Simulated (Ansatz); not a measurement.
## BAu2 (built on the sites of a database entry of AlAu2): phonons and vibrational spectra

Task: relax BAu2 (built on the sites of a database entry of AlAu2), then find its harmonic phonons.

Program: Ansatz 0.2.0. Level of theory: DFT PBEsol, scalar-relativistic, plane waves, norm-conserving pseudopotentials. Results are calculated unless marked as measured.

The structure was built from a prototype and need not be the compound's stable phase.

## Step 1: Set-up

Symmetry: I4/mmm, No. 139, tetragonal system. Conventional cell: a = 3.178 Å, b = 3.178 Å, c = 8.363 Å, α = 90.00°, β = 90.00°, γ = 90.00°. Nearest to B lie 10 Au at 2.60 to 2.87 Å. Nearest to Au lie 5 B at 2.60 to 2.87 Å and 5 Au at 2.61 to 2.74 Å. Farther neighbours are not listed.

## Step 2: Relaxation

The cell and atoms are relaxed, since residual forces and stress would shift the frequencies.

Input file input.yaml:

```yaml
crystal:
  lattice:
    - [-1.5888, 1.5888, 4.18139]
    - [1.5888, -1.5888, 4.18139]
    - [1.5888, 1.5888, -4.18139]
  atoms:
    - { symbol: B, position: [0.0, 0.0, 0.0] }
    - { symbol: Au, position: [0.6562728, 0.6562728, 0.0] }
    - { symbol: Au, position: [0.3437272, 0.3437272, 0.0] }
kpoints:
  mp_grid: { grid: [18, 18, 18] }
hamiltonian:
  xc: pbesol
  pseudopotentials: { kind: nc }
scf:
  occupations: { method: gaussian, width: 0.1 }
output:
  forces: true
  stress: true
  eigenvalues: true
  write_density: true
  write_potential: true
  elf: true
  volumetric_format: npy
relax:
  adjacent_minimum: "off"
  f_tol: 0.005
  max_steps: 80
  cell: { stress_tol: 0.05 }
```

Run with:

```sh
$ ansatz run input.yaml --threads 8 --pin off --max-ram 14336MiB --backend cpu --events-out ev --progress --plain --runs-dir out
```

Numbers of over 12 decimals in the logs are rounded to 6 here.

Log:

```text
Engine: ansatz 0.2.0, aarch64-unknown-linux-gnu
Pseudopotentials: kind: nc
Pseudopotential: B, nc, valence charge 3, recommended cutoff 1034.032677 eV (normal), B.nc.azcp (PseudoDojo's, or run here from an input of PseudoDojo's: the run reads no file of this project's for it)
Pseudopotential: Au, nc, valence charge 19, recommended cutoff 1034.032677 eV (normal), Au.nc.azcp (PseudoDojo's, or run here from an input of PseudoDojo's: the run reads no file of this project's for it)
Functional definition: PBEsol
  exchange = pbesol_x
  correlation = pbesol_c
Crystal: 3 atoms, lattice volume = 42.220 Å³
Basis set: ecut = 1034.032677 eV, 3225 PW (Γ), exchange–correlation on 100×100×100 points (8 copies of the dense FFT grid, shifted against one another)
Bands: 25, of which v1, the nominal top of the filled ones, is band 21 counted from 1 (20 counted from 0)
Symmetry: 16 space group operations
Space group: I4/mmm (ITA 139), of the structure as read, at distance tolerance 3.5e-5 Å
k-points: 480 of 5832
Non-local potential: B, projectors of the file, l = 0: 2, l = 1: 2
Non-local potential: Au, projectors of the file, l = 0: 2, l = 1: 2, l = 2: 2, l = 3: 1
Initial density: superposition of atomic densities (chi_scale 0.1, normalization cell, long waves kept (reshape's long-wave potential 0.01 eV rms))
Initial wavefunctions: pseudopotential atomic-orbital guess
Functional: x = pbesol(κ = 0.804, μ = 0.123457), c = pbesol(β = 0.046)
SCF iter   1: F=—  HF=-8102.117183 eV  |F-HF|=—  |Δ(HF+E_count)|=         —  Δρ=1.13e-1  dr2=8.50e0  ethr=3.10e-3  ⟨swp⟩=7.1  Hψ=56555  notcnv=0
preconditioner: auto → Kerker (q_TF=auto, 2.715 Å⁻¹)  [metal: Δε(μ)=0.004 eV  Ē_g=8.230 eV  σ=0.100 eV  W_gap=0.02  n_scr=10 (ndim 8)  ℏωp=28.6 eV  f_vac=0.000  D(μ)=1.22/eV (n_scr^D=10)]
SCF iter   2: F=—  HF=-8100.391407 eV  |F-HF|=—  |Δ(HF+E_count)|=    1.73e0  Δρ=3.42e-2  dr2=6.72e-1  ethr=3.10e-3  ⟨swp⟩=3.3  Hψ=25499  notcnv=0  defer=149
SCF iter   3: F=—  HF=-8100.245591 eV  |F-HF|=—  |Δ(HF+E_count)|=   1.46e-1  Δρ=1.34e-2  dr2=6.73e-2  ethr=1.64e-3  ⟨swp⟩=2.7  Hψ=16901  notcnv=0  defer=161
SCF iter   4: F=—  HF=-8100.231697 eV  |F-HF|=—  |Δ(HF+E_count)|=   1.39e-2  Δρ=2.83e-3  dr2=2.96e-3  ethr=1.64e-4  ⟨swp⟩=2.5  Hψ=19010  notcnv=0  defer=159
SCF iter   5: F=—  HF=-8100.231193 eV  |F-HF|=—  |Δ(HF+E_count)|=   5.04e-4  Δρ=4.26e-4  dr2=1.02e-4  ethr=7.21e-6  ⟨swp⟩=2.1  Hψ=17618  notcnv=0  defer=159
SCF iter   6: F=—  HF=-8100.231184 eV  |F-HF|=—  |Δ(HF+E_count)|=   9.34e-6  Δρ=1.28e-4  dr2=9.96e-6  ethr=2.48e-7  ⟨swp⟩=2.3  Hψ=20103  notcnv=0  defer=159
SCF iter   7: F=—  HF=-8100.231348 eV  |F-HF|=—  |Δ(HF+E_count)|=   1.64e-4  Δρ=2.09e-5  dr2=2.52e-7  ethr=2.43e-8  ⟨swp⟩=2.4  Hψ=19814  notcnv=0  defer=159
SCF iter   8: F=-8100.231348 eV  HF=-8100.231348 eV  |F-HF|=2.22e-9  |Δ(HF+E_count)|=   6.08e-8  Δρ=3.46e-6  dr2=4.69e-9  ethr=2.44e-10  ⟨swp⟩=16.7  Hψ=111287  notcnv=0
SCF 1 converged in 8 iterations: F = -8100.231348 eV  dr2 = 4.69e-9
relax step   1: F+E_penalty+E_count = -8100.23134793 eV  Δ(F+E_penalty+E_count) = +0.000e0 eV  max|allowed force component| = 5.913e-1 eV/Å  Δτ_max = 0.0000 Å  P = +0.530 GPa  Ω = 42.220 Å³  (8 SCF iters, dr2 threshold 1.00e-7 eV, accepted)
Crystal: 3 atoms, lattice volume = 42.168 Å³
Basis set: ecut = 1034.032677 eV, 3179 PW (Γ), exchange–correlation on 100×100×100 points (8 copies of the dense FFT grid, shifted against one another)
Initial density: handed on by an earlier stage of this run
Initial wavefunctions: those handed on with the density
iter 1 solved again at ethr=5.73e-5 eV; its pass at ethr=3.10e-3 eV (dr2=2.35e-2 eV) is discarded
SCF iter   1: F=—  HF=-8100.461862 eV  |F-HF|=—  |Δ(HF+E_count)|=         —  Δρ=9.98e-3  dr2=2.44e-2  ethr=5.73e-5  ⟨swp⟩=1.9  Hψ=93496  notcnv=0
preconditioner: auto → Kerker (q_TF=auto, 2.716 Å⁻¹)  [metal: Δε(μ)=0.006 eV  Ē_g=9.124 eV  σ=0.100 eV  W_gap=0.03  n_scr=10 (ndim 8)  ℏωp=28.6 eV  f_vac=0.000  D(μ)=0.82/eV (n_scr^D=2)]
SCF iter   2: F=—  HF=-8100.456714 eV  |F-HF|=—  |Δ(HF+E_count)|=   5.15e-3  Δρ=5.26e-3  dr2=8.10e-3  ethr=5.73e-5  ⟨swp⟩=1.1  Hψ=12033  notcnv=0
SCF iter   3: F=—  HF=-8100.454429 eV  |F-HF|=—  |Δ(HF+E_count)|=   2.28e-3  Δρ=5.99e-4  dr2=1.53e-4  ethr=1.98e-5  ⟨swp⟩=2.1  Hψ=17680  notcnv=0
SCF iter   4: F=—  HF=-8100.454588 eV  |F-HF|=—  |Δ(HF+E_count)|=   1.58e-4  Δρ=2.09e-4  dr2=1.16e-5  ethr=3.73e-7  ⟨swp⟩=3.2  Hψ=27853  notcnv=0
SCF iter   5: F=—  HF=-8100.454586 eV  |F-HF|=—  |Δ(HF+E_count)|=   1.36e-6  Δρ=5.45e-5  dr2=1.41e-6  ethr=2.83e-8  ⟨swp⟩=2.8  Hψ=21960  notcnv=0
SCF iter   6: F=-8100.454586 eV  HF=-8100.454586 eV  |F-HF|=1.05e-7  |Δ(HF+E_count)|=   2.48e-7  Δρ=2.01e-5  dr2=1.49e-7  ethr=7.32e-10  ⟨swp⟩=14.8  Hψ=113268  notcnv=0
SCF 2 converged in 6 iterations: F = -8100.454586 eV  dr2 = 1.49e-7
relax step   2: F+E_penalty+E_count = -8100.45458604 eV  Δ(F+E_penalty+E_count) = -2.232e-1 eV  max|allowed force component| = 2.137e-1 eV/Å  Δτ_max = 0.0581 Å  P = -1.923 GPa  Ω = 42.168 Å³  energy of the carried Pulay correction = +8.034e-6 eV  (6 SCF iters, dr2 threshold 3.00e-7 eV, accepted)
Crystal: 3 atoms, lattice volume = 39.798 Å³
Basis set: ecut = 1034.032677 eV, 2993 PW (Γ), exchange–correlation on 100×100×100 points (8 copies of the dense FFT grid, shifted against one another)
iter 1 solved again at ethr=2.91e-4 eV; its pass at ethr=3.10e-3 eV (dr2=1.19e-1 eV) is discarded
SCF iter   1: F=—  HF=-8100.674006 eV  |F-HF|=—  |Δ(HF+E_count)|=         —  Δρ=1.59e-2  dr2=1.17e-1  ethr=2.91e-4  ⟨swp⟩=1.2  Hψ=95024  notcnv=0
preconditioner: auto → Kerker (q_TF=auto, 2.742 Å⁻¹)  [metal: Δε(μ)=0.016 eV  Ē_g=9.608 eV  σ=0.100 eV  W_gap=0.09  n_scr=12 (ndim 8)  ℏωp=29.4 eV  f_vac=0.000  D(μ)=1.15/eV (n_scr^D=10)]
SCF iter   2: F=—  HF=-8100.648396 eV  |F-HF|=—  |Δ(HF+E_count)|=   2.56e-2  Δρ=7.54e-3  dr2=2.11e-2  ethr=2.87e-4  ⟨swp⟩=2.0  Hψ=12841  notcnv=0
SCF iter   3: F=—  HF=-8100.642918 eV  |F-HF|=—  |Δ(HF+E_count)|=   5.48e-3  Δρ=1.58e-3  dr2=6.08e-4  ethr=5.14e-5  ⟨swp⟩=2.3  Hψ=17673  notcnv=0
SCF iter   4: F=—  HF=-8100.642822 eV  |F-HF|=—  |Δ(HF+E_count)|=   9.62e-5  Δρ=2.53e-4  dr2=1.32e-5  ethr=1.48e-6  ⟨swp⟩=2.1  Hψ=21810  notcnv=0  defer=1
SCF iter   5: F=—  HF=-8100.642986 eV  |F-HF|=—  |Δ(HF+E_count)|=   1.64e-4  Δρ=5.75e-5  dr2=6.79e-7  ethr=3.23e-8  ⟨swp⟩=2.2  Hψ=20378  notcnv=0  defer=1
SCF iter   6: F=-8100.642986 eV  HF=-8100.642986 eV  |F-HF|=3.01e-8  |Δ(HF+E_count)|=   7.33e-8  Δρ=1.34e-5  dr2=5.12e-8  ethr=7.32e-10  ⟨swp⟩=16.0  Hψ=116642  notcnv=0
SCF 3 converged in 6 iterations: F = -8100.642986 eV  dr2 = 5.12e-8
relax step   3: F+E_penalty+E_count = -8100.64298587 eV  Δ(F+E_penalty+E_count) = -1.884e-1 eV  max|allowed force component| = 6.966e-3 eV/Å  Δτ_max = 0.0489 Å  P = +6.582 GPa  Ω = 39.798 Å³  energy of the carried Pulay correction = +3.839e-4 eV  (6 SCF iters, dr2 threshold 3.00e-7 eV, accepted)
[... from here on, the SCF cycles and remarks between the steps are left out ...]
relax step   4: F+E_penalty+E_count = -8100.73180526 eV  Δ(F+E_penalty+E_count) = -8.882e-2 eV  max|allowed force component| = 2.114e-1 eV/Å  Δτ_max = 0.0282 Å  P = +1.117 GPa  Ω = 40.705 Å³  energy of the carried Pulay correction = +2.375e-4 eV  (6 SCF iters, dr2 threshold 3.00e-7 eV, accepted)
relax step   5: F+E_penalty+E_count = -8100.75161726 eV  Δ(F+E_penalty+E_count) = -1.981e-2 eV  max|allowed force component| = 1.129e-1 eV/Å  Δτ_max = 0.0000 Å  P = +1.095 GPa  Ω = 40.500 Å³  energy of the carried Pulay correction = +2.704e-4 eV  (5 SCF iters, dr2 threshold 3.00e-7 eV, accepted)
relax step   6: F+E_penalty+E_count = -8100.75503876 eV  Δ(F+E_penalty+E_count) = -3.422e-3 eV  max|allowed force component| = 2.464e-3 eV/Å  Δτ_max = 0.0031 Å  P = -0.374 GPa  Ω = 40.852 Å³  energy of the carried Pulay correction = +2.141e-4 eV  (5 SCF iters, dr2 threshold 3.00e-7 eV, accepted)
relax step   7: F+E_penalty+E_count = -8100.75518283 eV  Δ(F+E_penalty+E_count) = -1.441e-4 eV  max|allowed force component| = 2.929e-3 eV/Å  Δτ_max = 0.0004 Å  P = -0.026 GPa  Ω = 40.776 Å³  energy of the carried Pulay correction = +2.262e-4 eV  (3 SCF iters, dr2 threshold 3.00e-7 eV, accepted)
relax step   8: F+E_penalty+E_count = -8100.75518524 eV  Δ(F+E_penalty+E_count) = -2.412e-6 eV  max|allowed force component| = 1.130e-3 eV/Å  Δτ_max = 0.0001 Å  P = +0.011 GPa  Ω = 40.770 Å³  energy of the carried Pulay correction = +2.272e-4 eV  (3 SCF iters, dr2 threshold 8.99e-9 eV, accepted)
relax step   9: F+E_penalty+E_count = -8100.78361808 eV  Δ(F+E_penalty+E_count) = -2.843e-2 eV  max|allowed force component| = 1.855e-3 eV/Å  Δτ_max = 0.0000 Å  P = +1.047 GPa  Ω = 40.770 Å³  stress off target by 2.84e0 GPa  SCF on the basis re-selected at this cell (its energy is not comparable with the rows above)  (6 SCF iters)
relax step  10: F+E_penalty+E_count = -8100.79034746 eV  Δ(F+E_penalty+E_count) = -6.729e-3 eV  max|allowed force component| = 6.028e-2 eV/Å  Δτ_max = 0.0112 Å  P = +0.200 GPa  Ω = 41.023 Å³  energy of the carried Pulay correction = -4.213e-5 eV  (6 SCF iters, dr2 threshold 3.00e-7 eV, accepted)
relax step  11: F+E_penalty+E_count = -8100.79110343 eV  Δ(F+E_penalty+E_count) = -7.560e-4 eV  max|allowed force component| = 8.190e-3 eV/Å  Δτ_max = 0.0009 Å  P = -0.072 GPa  Ω = 41.076 Å³  energy of the carried Pulay correction = -5.104e-5 eV  (4 SCF iters, dr2 threshold 3.00e-7 eV, accepted)
relax step  12: F+E_penalty+E_count = -8100.79115915 eV  Δ(F+E_penalty+E_count) = -5.573e-5 eV  max|allowed force component| = 3.158e-3 eV/Å  Δτ_max = 0.0002 Å  P = +0.050 GPa  Ω = 41.052 Å³  energy of the carried Pulay correction = -4.699e-5 eV  (4 SCF iters, dr2 threshold 5.38e-8 eV, accepted)
relax step  13: F+E_penalty+E_count = -8100.79115994 eV  Δ(F+E_penalty+E_count) = -7.887e-7 eV  max|allowed force component| = 1.689e-4 eV/Å  Δτ_max = 0.0001 Å  P = +0.001 GPa  Ω = 41.062 Å³  energy of the carried Pulay correction = -4.869e-5 eV  (4 SCF iters, dr2 threshold 1.14e-8 eV, accepted)
iter 1 solved again at ethr=1.84e-7 eV; its pass at ethr=3.10e-3 eV (dr2=7.56e-5 eV) is discarded
SCF iter   1: F=—  HF=-8100.791299 eV  |F-HF|=—  |Δ(HF+E_count)|=         —  Δρ=4.10e-5  dr2=3.50e-8  ethr=1.84e-7  ⟨swp⟩=5.1  Hψ=107516  notcnv=0
eigensolver tolerance schedule: the retry pair's looser diagonalisation over-reported the residual by 2156.91 of it (diagonalisation noise at 0.15 of the residual, at the tolerance the schedule requests for it); recorded, not acted on — ethr = c·dr2/N_el stays at c = 1.0e-1
preconditioner: auto → Kerker (q_TF=auto, 2.728 Å⁻¹)  [metal: Δε(μ)=0.005 eV  Ē_g=9.528 eV  σ=0.100 eV  W_gap=0.03  n_scr=12 (ndim 8)  ℏωp=29.0 eV  f_vac=0.000  D(μ)=1.16/eV (n_scr^D=2)]
SCF iter   2: F=—  HF=-8100.791309 eV  |F-HF|=—  |Δ(HF+E_count)|=   1.05e-5  Δρ=2.12e-5  dr2=9.51e-9  ethr=8.55e-11  ⟨swp⟩=3.4  Hψ=31078  notcnv=0
SCF iter   3: F=—  HF=-8100.791309 eV  |F-HF|=—  |Δ(HF+E_count)|=   1.51e-8  Δρ=2.39e-6  dr2=9.56e-10  ethr=2.32e-11  ⟨swp⟩=2.1  Hψ=19206  notcnv=0
SCF iter   4: F=—  HF=-8100.791309 eV  |F-HF|=—  |Δ(HF+E_count)|=  1.10e-10  Δρ=5.87e-7  dr2=1.52e-10  ethr=2.33e-12  ⟨swp⟩=2.7  Hψ=21640  notcnv=0
SCF iter   5: F=—  HF=-8100.791309 eV  |F-HF|=—  |Δ(HF+E_count)|=  3.46e-11  Δρ=2.26e-7  dr2=3.49e-11  ethr=1.00e-12  ⟨swp⟩=11.2  Hψ=80116  notcnv=0
SCF iter   6: F=-8100.791309 eV  HF=-8100.791309 eV  |F-HF|=9.09e-13  |Δ(HF+E_count)|=  8.19e-12  Δρ=2.61e-8  dr2=1.70e-13  ethr=1.00e-12  ⟨swp⟩=7.8  Hψ=66369  notcnv=0
SCF 14 converged in 6 iterations: F = -8100.791309 eV  dr2 = 1.70e-13
relax step  14: F+E_penalty+E_count = -8100.79130950 eV  Δ(F+E_penalty+E_count) = -1.496e-4 eV  max|allowed force component| = 2.676e-4 eV/Å  Δτ_max = 0.0000 Å  P = +0.013 GPa  Ω = 41.062 Å³  stress off target by 3.97e-2 GPa  SCF on the basis re-selected at this cell (its energy is not comparable with the rows above)  (6 SCF iters)
basis re-selected at this cell: Δ(F+E_penalty+E_count) = -1.496e-4 eV, ΔP = +0.012 GPa vs the last step (what re-selecting the basis moved, of the pressure what is left beyond the Pulay correction that the steps carried, after the strain that the cell walked since its last selection, with what the two solves' SCF thresholds leave and, on support functions, any second-order correction that the steps lacked; it is no m [...]
SCF converged after 6 iterations
Free energy (F): -8100.791309 eV
Harris-Foulkes:  -8100.791309 eV  (|F-HF|=9.09e-13)
Internal energy: -8100.785517 eV  (E = F + TS)
E sigma→0 (E₀):  -8100.788413 eV
Entropy (-TS):   -0.005792 eV (-1.931 meV/atom)
Fermi energy:    19.671184 eV
--- Per-component energies (eV) ---
  E_band       = -448.699890
  E_kinetic    = 2357.856910
  E_local      = -5026.270429  (includes V_loc(G=0)·N_el)
  E_nonlocal   = 134.805442
  E_hartree    = 1567.886379
  E_xc         = -1398.808985
  E_vxc        = -1050.864563  (∫ρ·V_xc dr)
  E_ewald      = -5736.254834
  E_smearing   = -0.005792  (= −TS)
  E_closure    = -0.000000  (closes the sum)
  Σ components = -8100.791309   (vs F -8100.791309, Δ=0.00e0)
--- Forces (eV/Å), atoms counted from 1 ---
  atom   1  B      0.00000000     0.00000000     0.00000000
  atom   2  Au    -0.00000000    -0.00000000     0.00026764
  atom   3  Au    -0.00000000    -0.00000000    -0.00026764
  max |Σ_I F_I| component: 4.16e-17 eV/Å
--- Stress (GPa, compression-positive) ---
        0.000249       0.000000       0.000000
        0.000000       0.000249       0.000000
       -0.000000      -0.000000       0.039742
  P = ⅓ Tr σ = 0.0134 GPa (0.134 kbar)
--- Band table (eV; the first three rows and the last of 480) ---
  k-point 0: bands = [... 17 lower, 15.2361, 15.9672, 16.3674, 18.1423, 23.3473, 23.3473, 28.1188, 29.6156]
  k-point 1: bands = [... 17 lower, 15.7389, 16.1316, 16.2829, 18.2330, 23.0613, 23.2397, 27.6628, 29.8829]
  k-point 2: bands = [... 17 lower, 15.4907, 16.0267, 17.1734, 18.4821, 22.4008, 22.9640, 26.7398, 30.3071]
  k-point 479: bands = [... 17 lower, 16.2650, 16.3839, 16.3839, 21.1439, 22.5224, 22.5224, 24.8789, 30.5266]
--- Relaxed structure (12 steps of the walk, 12 accepted, 2 SCFs on fresh bases) ---
  F+E_penalty+E_count = -8100.79130950 eV   max|allowed force component| = 2.676e-4 eV/Å   (the final SCF, on the basis selected at the relaxed cell)
  cell:  # Å, volume = 41.0621 Å³
    - [-1.424374, 1.424374, 5.059798]
    - [1.424374, -1.424374, 5.059798]
    - [1.424374, 1.424374, -5.059798]
  atoms:
    - { symbol: B, position: [1.3855931542428251e-19, 1.3855931542428218e-19, 0] }
    - { symbol: Au, position: [0.638435, 0.638435, 0] }
    - { symbol: Au, position: [0.361565, 0.361565, 0] }
```

Wall time 5.5 min (8 threads of Arm Neoverse N1, shared host); peak memory 1.5 GiB; 43 min of CPU time.

Step by step:

| step | energy less that of the first step (eV) | largest force component (eV/Å) | pressure (GPa) | volume (Å³) |
| --- | --- | --- | --- | --- |
| 1 | 0.0000 | 0.5913 | 0.53 | 42.22 |
| 2 | -0.2232 | 0.2137 | -1.92 | 42.17 |
| 3 | -0.4116 | 0.0070 | 6.58 | 39.80 |
| 4 | -0.5005 | 0.2114 | 1.12 | 40.70 |
| 5 | -0.5203 | 0.1129 | 1.09 | 40.50 |
| 6 | -0.5237 | 0.0025 | -0.37 | 40.85 |
| 7 | -0.5238 | 0.0029 | -0.03 | 40.78 |
| 8 | -0.5238 | 0.0011 | 0.01 | 40.77 |
| 9* | -0.5523 | 0.0019 | 1.05 | 40.77 |
| 10 | -0.5590 | 0.0603 | 0.20 | 41.02 |
| 11 | -0.5598 | 0.0082 | -0.07 | 41.08 |
| 12 | -0.5598 | 0.0032 | 0.05 | 41.05 |
| 13 | -0.5598 | 0.0002 | 0.00 | 41.06 |
| 14* | -0.5600 | 0.0003 | 0.01 | 41.06 |

Relaxation steps marked * repeat the geometry before them on a plane-wave basis chosen anew for their cell, so energy and pressure can jump there.

The run keeps the 16 symmetry operations that it works with, so distortions that break them were not tested.

| cell as run | before | after | change |
| --- | --- | --- | --- |
| a (Å) | 4.747 | 5.446 | +14.7 % |
| b (Å) | 4.747 | 5.446 | +14.7 % |
| c (Å) | 4.747 | 5.446 | +14.7 % |
| α (°) | 140.89 | 149.68 | +6.2 % |
| β (°) | 140.89 | 149.68 | +6.2 % |
| γ (°) | 56.50 | 43.42 | -23.2 % |
| volume (Å³/atom) | 14.07 | 13.69 | -2.7 % |

The atoms that moved most (Å, as changes of fractional coordinates times the final cell):

| atom | dx | dy | dz | length |
| --- | --- | --- | --- | --- |
| Au2 | 0.000 | 0.000 | -0.181 | 0.181 |
| Au3 | 0.000 | 0.000 | 0.181 | 0.181 |

The relaxed structure:

```
B Au
1.0
    -1.42437    1.42437    5.05980
     1.42437   -1.42437    5.05980
     1.42437    1.42437   -5.05980
B Au
1 2
Direct
  0.00000 0.00000 0.00000
  0.63844 0.63844 0.00000
  0.36156 0.36156 0.00000
```

This step gave:

```yaml
pressure: 0.01341 GPa
volume_per_atom: 13.69 Å³
gap_on_the_k_mesh: 0 eV
```

Electrostatic potential energy in the ab plane of the cell as run, not the conventional one, at fractional z = 0.000, with atoms of B and Au within 0.2 Å of it. With pseudopotentials it is smooth inside the atoms' cores, unlike the true potential.

Ten even steps from '_' (-152 eV) to '@' (22 eV), each cell a mean:
```
++**%%@@@@@@@@@@@@@@@@@@@@@@%%
%%##%%@@@@@@%%%%@@@@@@@@@@@@@@
@@@@@@@@@@@@%%****%%@@@@@@@@@@
@@@@@@@@@@@@%%++..::**@@@@@@@@
@@@@@@@@@@@@@@##..__..**@@@@@@
@@@@%%%%@@@@@@@@**..__::##@@@@
@@@@%%++++##@@@@@@##----**@@@@
@@@@%%==__::**@@@@@@%%####%%@@
@@@@@@##..__..**@@@@@@@@@@@@@@
@@@@@@@@**..__--%%@@@@@@@@@@@@
@@@@@@@@@@##==--##@@@@@@@@@@@@
@@@@@@@@@@@@%%##%%@@@@@@@@%%@@
%%@@@@@@@@@@@@@@@@@@@@@@@@##**
++%%@@@@@@@@@@@@@@@@@@@@@@%%++
```
Columns run along a (5.4 Å; values clipped at the 3rd and 97th percentile), rows up along b (5.4 Å). Atoms in or near the plane, at fractional coordinates: B at (0.00, 0.00), Au at (0.64, 0.64), Au at (0.36, 0.36).

Valence density in the ab plane of the cell as run, not the conventional one, at fractional z = 0.000, with atoms of B and Au within 0.2 Å of it. It is the smooth field of the valence electrons, not physical close to the nuclei.

Ten even steps from '0' (0 e/Å³) to '9' (10 e/Å³), each cell a mean:
```
000000000000000
000000010000000
000000144200000
000000169840000
000000028474000
001100004868200
002552000378400
001698400012210
000383830000000
000048782000000
000003783000000
000000122000000
000000000000000
000000000000000
```
Columns run along a (5.4 Å), rows up along b (5.4 Å). Atoms in or near the plane, at fractional coordinates: B at (0.00, 0.00), Au at (0.64, 0.64), Au at (0.36, 0.36).

ELF in the ab plane of the cell as run, not the conventional one, at fractional z = 0.000, with atoms of B and Au within 0.2 Å of it. It is the smooth field of the valence electrons, not physical close to the nuclei.

Ten even steps from '0' (0.04) to '9' (0.75), each cell a mean:
```
017632222111475
746853454321137
688754588642113
346643598884211
233432378168421
235543238738632
236996323799842
225988832357742
223771683233432
212487496334443
311247997446775
731123576447878
674111233335831
057422222223760
```
Columns run along a (5.4 Å), rows up along b (5.4 Å). Atoms in or near the plane, at fractional coordinates: B at (0.00, 0.00), Au at (0.64, 0.64), Au at (0.36, 0.36).

In this step the volume went from 14.07 to 13.69 Å³/atom.

(Part 1 of 2 ends here.)

[Logs are printed without paths, hosts, clocks, repeated set-up lines and the standing remarks that a program may print on its own settings, such as how far it seeks lower states.]

[Hosts, paths, dates, database ids (printed as entryN), source tags and the programs' standing remarks are cut or masked in the printed files.]
